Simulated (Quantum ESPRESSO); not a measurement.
# Co(0001), stepped through the number of layers, part 9 of 10

What law, if any, do the results for Co(0001) follow against the number of layers?

Quantum ESPRESSO 7.5; plane-wave DFT, PBE, GBRV ultrasoft pseudopotentials.

So far. Step 8 (Relaxation with pw.x, 10 layers): The relaxation lowers the energy by 2 meV an atom. On the free atoms the largest force ends at 0.008 eV/Å. Step 9 (Self-consistent run, 10 layers): Inside the slab this potential holds the local part of the pseudopotentials, which can be repulsive at the nuclei; only its value in the vacuum has a meaning of its own.

## (10) Relaxation with pw.x, 12 layers

System of this step: Co(0001), 12 layers. The cell holds 12 atoms: 12 Co. Its edges and angles: a = 2.491 Å, b = 2.491 Å, c = 38.024 Å, α = 90.0°, β = 90.0°, γ = 60.0°. It derives from Co. Vacuum lies along c.

Contents of m7.relax.in:

```
&control
  prefix = 'm7.relax'
  outdir = './out'
  pseudo_dir = './pseudo'
  nstep = 40
  forc_conv_thr = 0.001
  calculation = 'relax'
/
&system
  ibrav = 0
  nat = 12
  ntyp = 1
  ecutwfc = 40
  ecutrho = 200
  occupations = 'smearing'
  smearing = 'mv'
  degauss = 0.02
  nspin = 2
  starting_magnetization(1) = 0.28
/
&electrons
  conv_thr = 1e-08
  mixing_beta = 0.4
  electron_maxstep = 120
  mixing_mode = 'local-TF'
/
&ions
/
ATOMIC_SPECIES
  Co  58.9332  co_pbe_v1.2.uspp.F.UPF
CELL_PARAMETERS angstrom
  2.49074828400000 0.00000000000000 0.00000000000000
  1.24537414200000 2.15705128837650 0.00000000000000
  0.00000000000000 0.00000000000000 38.02444761763361
ATOMIC_POSITIONS crystal
  Co  0.666666666700 0.666666666700 0.208378319174
  Co  0.000000000000 0.000000000000 0.261400442960
  Co  0.666666666700 0.666666666700 0.314422566747 0 0 0
  Co  0.000000000000 0.000000000000 0.367444690533 0 0 0
  Co  0.666666666700 0.666666666700 0.420466814320 0 0 0
  Co  0.000000000000 0.000000000000 0.473488938107 0 0 0
  Co  0.666666666700 0.666666666700 0.526511061893 0 0 0
  Co  0.000000000000 0.000000000000 0.579533185680 0 0 0
  Co  0.666666666700 0.666666666700 0.632555309467 0 0 0
  Co  0.000000000000 0.000000000000 0.685577433253 0 0 0
  Co  0.666666666700 0.666666666700 0.738599557040
  Co  0.000000000000 0.000000000000 0.791621680826
K_POINTS automatic
  12 12 1 0 0 0
```

Started as:

```
$ OMP_NUM_THREADS=1 mpirun -n 4 pw.x -nk 4 -in m7.relax.in > m7.relax.out
```

The program printed:

```text
[banner, memory and clock lines left out]
Program PWSCF v.7.5 starts
[...]
Message from routine setup:
[...]
number of electrons       =       204.00
     number of Kohn-Sham states=          122
     kinetic-energy cutoff     =      40.0000  Ry
     charge density cutoff     =     200.0000  Ry
[...]
number of k points=    19  Marzari-Vanderbilt smearing, width (Ry)=  0.0200
[...]
Dense  grid:    66035 G-vectors     FFT dimensions: (  24,  24, 324)
[...]
negative rho (up, down):  6.782E-05 3.815E-05
     Starting wfcs are  156 randomized atomic wfcs
[...]
negative rho (up, down):  7.852E-02 4.035E-02
[...]
estimated scf accuracy    <     360.59458076 Ry
     total magnetization       =    23.16 Bohr mag/cell
     absolute magnetization    =    24.46 Bohr mag/cell
[...]
negative rho (up, down):  3.728E-02 1.796E-02
[...]
estimated scf accuracy    <       7.64864725 Ry
     total magnetization       =    26.12 Bohr mag/cell
     absolute magnetization    =    28.09 Bohr mag/cell
[...]
negative rho (up, down):  1.355E-03 4.234E-04
[...]
estimated scf accuracy    <       1.83262425 Ry
     total magnetization       =    23.28 Bohr mag/cell
     absolute magnetization    =    25.67 Bohr mag/cell
[...]
negative rho (up, down):  1.525E-07 0.000E+00
[...]
estimated scf accuracy    <       0.54433657 Ry
     total magnetization       =    21.34 Bohr mag/cell
     absolute magnetization    =    24.08 Bohr mag/cell
[...]
negative rho (up, down):  2.800E-04 3.554E-04
[...]
estimated scf accuracy    <       0.58105402 Ry
     total magnetization       =    21.01 Bohr mag/cell
     absolute magnetization    =    23.61 Bohr mag/cell
[...]
negative rho (up, down):  9.012E-05 1.224E-04
[...]
estimated scf accuracy    <       0.14527103 Ry
     total magnetization       =    20.36 Bohr mag/cell
     absolute magnetization    =    22.81 Bohr mag/cell
[...]
negative rho (up, down):  6.697E-08 1.232E-07
[...]
estimated scf accuracy    <       0.10907625 Ry
     total magnetization       =    20.27 Bohr mag/cell
     absolute magnetization    =    22.62 Bohr mag/cell
[...]
estimated scf accuracy    <       0.10899162 Ry
     total magnetization       =    20.27 Bohr mag/cell
     absolute magnetization    =    22.53 Bohr mag/cell
[...]
estimated scf accuracy    <       0.09213475 Ry
     total magnetization       =    20.27 Bohr mag/cell
     absolute magnetization    =    22.44 Bohr mag/cell
[...]
negative rho (up, down):  9.901E-03 9.654E-03
[...]
estimated scf accuracy    <       0.08023657 Ry
     total magnetization       =    20.27 Bohr mag/cell
     absolute magnetization    =    22.40 Bohr mag/cell
[...]
negative rho (up, down):  8.477E-03 8.069E-03
[...]
estimated scf accuracy    <       0.00698602 Ry
     total magnetization       =    20.24 Bohr mag/cell
     absolute magnetization    =    22.26 Bohr mag/cell
[...]
negative rho (up, down):  7.357E-03 6.825E-03
[...]
estimated scf accuracy    <       0.00712096 Ry
     total magnetization       =    20.30 Bohr mag/cell
     absolute magnetization    =    22.43 Bohr mag/cell
[...]
negative rho (up, down):  8.198E-03 7.023E-03
[...]
estimated scf accuracy    <       0.00309379 Ry
     total magnetization       =    20.33 Bohr mag/cell
     absolute magnetization    =    22.47 Bohr mag/cell
[...]
negative rho (up, down):  2.929E-03 2.273E-03
[...]
estimated scf accuracy    <       0.00166289 Ry
     total magnetization       =    20.36 Bohr mag/cell
     absolute magnetization    =    22.53 Bohr mag/cell
[...]
negative rho (up, down):  2.025E-03 1.600E-03
[...]
estimated scf accuracy    <       0.00067087 Ry
     total magnetization       =    20.37 Bohr mag/cell
     absolute magnetization    =    22.57 Bohr mag/cell
[...]
negative rho (up, down):  1.781E-03 1.417E-03
[...]
estimated scf accuracy    <       0.00020204 Ry
     total magnetization       =    20.33 Bohr mag/cell
     absolute magnetization    =    22.54 Bohr mag/cell
[...]
negative rho (up, down):  9.206E-04 7.329E-04
[...]
estimated scf accuracy    <       0.00018630 Ry
     total magnetization       =    20.31 Bohr mag/cell
     absolute magnetization    =    22.49 Bohr mag/cell
[...]
negative rho (up, down):  2.578E-04 1.987E-04
[...]
estimated scf accuracy    <       0.00002135 Ry
     total magnetization       =    20.31 Bohr mag/cell
     absolute magnetization    =    22.49 Bohr mag/cell
[...]
negative rho (up, down):  2.404E-04 1.939E-04
[...]
estimated scf accuracy    <       0.00001505 Ry
     total magnetization       =    20.31 Bohr mag/cell
     absolute magnetization    =    22.48 Bohr mag/cell
[...]
negative rho (up, down):  7.194E-05 7.132E-05
[...]
estimated scf accuracy    <       0.00000436 Ry
     total magnetization       =    20.31 Bohr mag/cell
     absolute magnetization    =    22.49 Bohr mag/cell
[...]
negative rho (up, down):  4.932E-05 4.078E-05
[...]
estimated scf accuracy    <       0.00000034 Ry
     total magnetization       =    20.31 Bohr mag/cell
     absolute magnetization    =    22.49 Bohr mag/cell
[...]
negative rho (up, down):  3.598E-05 1.640E-05
[...]
estimated scf accuracy    <       0.00000016 Ry
     total magnetization       =    20.31 Bohr mag/cell
     absolute magnetization    =    22.49 Bohr mag/cell
[...]
negative rho (up, down):  3.668E-05 1.374E-05
[...]
estimated scf accuracy    <       0.00000007 Ry
     total magnetization       =    20.31 Bohr mag/cell
     absolute magnetization    =    22.49 Bohr mag/cell
[...]
negative rho (up, down):  3.908E-05 1.734E-05
[...]
estimated scf accuracy    <       0.00000003 Ry
     total magnetization       =    20.32 Bohr mag/cell
     absolute magnetization    =    22.49 Bohr mag/cell
[...]
negative rho (up, down):  3.282E-05 1.220E-05
[...]
estimated scf accuracy    <       0.00000001 Ry
     total magnetization       =    20.31 Bohr mag/cell
     absolute magnetization    =    22.49 Bohr mag/cell
[...]
negative rho (up, down):  2.867E-05 8.422E-06
[...]
the Fermi energy is    10.0248 ev
!    total energy              =   -3581.75812070 Ry
     estimated scf accuracy    <          2.2E-09 Ry
     smearing contrib. (-TS)   =       0.00564613 Ry
     internal energy E=F+TS    =   -3581.76376683 Ry
[...]
one-electron contribution =  -45440.00040892 Ry
     hartree contribution      =   22788.53395860 Ry
     xc contribution           =    -392.07211610 Ry
     ewald contribution        =   19461.77479959 Ry
     total magnetization       =    20.31 Bohr mag/cell
     absolute magnetization    =    22.49 Bohr mag/cell
     convergence has been achieved in  26 iterations
     negative rho (up, down):  2.867E-05 8.422E-06
[...]
Total force =     0.027718     Total SCF correction =     0.000122
[...]
negative rho (up, down):  1.760E-05 1.688E-05
[...]
negative rho (up, down):  2.915E-05 2.028E-05
[...]
estimated scf accuracy    <       0.49701728 Ry
     total magnetization       =    20.29 Bohr mag/cell
     absolute magnetization    =    22.45 Bohr mag/cell
[...]
negative rho (up, down):  3.182E-05 1.791E-05
[...]
estimated scf accuracy    <       0.18322431 Ry
     total magnetization       =    20.32 Bohr mag/cell
     absolute magnetization    =    22.49 Bohr mag/cell
[...]
negative rho (up, down):  3.640E-05 1.977E-05
[...]
estimated scf accuracy    <       0.05887894 Ry
     total magnetization       =    20.30 Bohr mag/cell
     absolute magnetization    =    22.46 Bohr mag/cell
[...]
negative rho (up, down):  4.740E-05 2.140E-05
[...]
estimated scf accuracy    <       0.02859408 Ry
     total magnetization       =    20.30 Bohr mag/cell
     absolute magnetization    =    22.47 Bohr mag/cell
[...]
negative rho (up, down):  4.580E-05 2.089E-05
[...]
estimated scf accuracy    <       0.00027839 Ry
     total magnetization       =    20.31 Bohr mag/cell
     absolute magnetization    =    22.47 Bohr mag/cell
[...]
negative rho (up, down):  3.922E-05 1.804E-05
[...]
estimated scf accuracy    <       0.00015878 Ry
     total magnetization       =    20.31 Bohr mag/cell
     absolute magnetization    =    22.47 Bohr mag/cell
[...]
negative rho (up, down):  3.648E-05 1.610E-05
[...]
estimated scf accuracy    <       0.00005879 Ry
     total magnetization       =    20.31 Bohr mag/cell
     absolute magnetization    =    22.48 Bohr mag/cell
[...]
negative rho (up, down):  3.562E-05 1.496E-05
[...]
estimated scf accuracy    <       0.00001404 Ry
     total magnetization       =    20.31 Bohr mag/cell
     absolute magnetization    =    22.48 Bohr mag/cell
[...]
negative rho (up, down):  3.502E-05 1.430E-05
[...]
estimated scf accuracy    <       0.00000056 Ry
     total magnetization       =    20.31 Bohr mag/cell
     absolute magnetization    =    22.48 Bohr mag/cell
[...]
negative rho (up, down):  3.313E-05 1.234E-05
[...]
estimated scf accuracy    <       0.00000056 Ry
     total magnetization       =    20.31 Bohr mag/cell
     absolute magnetization    =    22.48 Bohr mag/cell
[...]
negative rho (up, down):  3.220E-05 1.147E-05
[...]
estimated scf accuracy    <       0.00000039 Ry
     total magnetization       =    20.31 Bohr mag/cell
     absolute magnetization    =    22.48 Bohr mag/cell
[...]
negative rho (up, down):  3.177E-05 1.111E-05
[...]
estimated scf accuracy    <       0.00000001 Ry
     total magnetization       =    20.31 Bohr mag/cell
     absolute magnetization    =    22.48 Bohr mag/cell
[...]
negative rho (up, down):  2.876E-05 8.777E-06
[...]
```

Run time: 56 min. Hardware: 4 MPI ranks of Arm Neoverse N1, shared host; peak memory 1.1 GiB.

Relaxation path:

```csv
step,energy less that of the first step (eV),largest force (eV/Å)
1,0.0000,0.4056
2,-0.0093,0.3129
3,-0.0169,0.2048
4,-0.0222,0.0304
5,-0.0224,0.0061
```

The atoms that moved most (Å):

```csv
atom,dx,dy,dz,length
Co2,0.000,0.000,-0.034,0.034
Co11,0.000,0.000,0.034,0.034
Co12,0.000,0.000,-0.026,0.026
Co1,0.000,0.000,0.026,0.026
```

The relaxation lowers the energy by 2 meV an atom. On the free atoms the largest force ends at 0.006 eV/Å.

This step gave:

```
free energy            : -48732.3242 eV
Fermi energy           : 10.03 eV
magnetization          : 20.28 μB
absolute magnetization : 22.45 μB
```

[end of part 9 of 10]

[Logs are printed without paths, hosts, clocks, repeated set-up lines and the standing remarks that a program may print on its own settings, such as how far it seeks lower states.]

[Hosts, paths, dates, database ids (printed as entryN), source tags and the programs' standing remarks are cut or masked in the printed files.]

[Maps of the electrostatic potential energy from Ansatz leave out the sawtooth potential of an applied field or a dipole correction, so their vacuum need not be flat; planar profiles and work functions include it.]
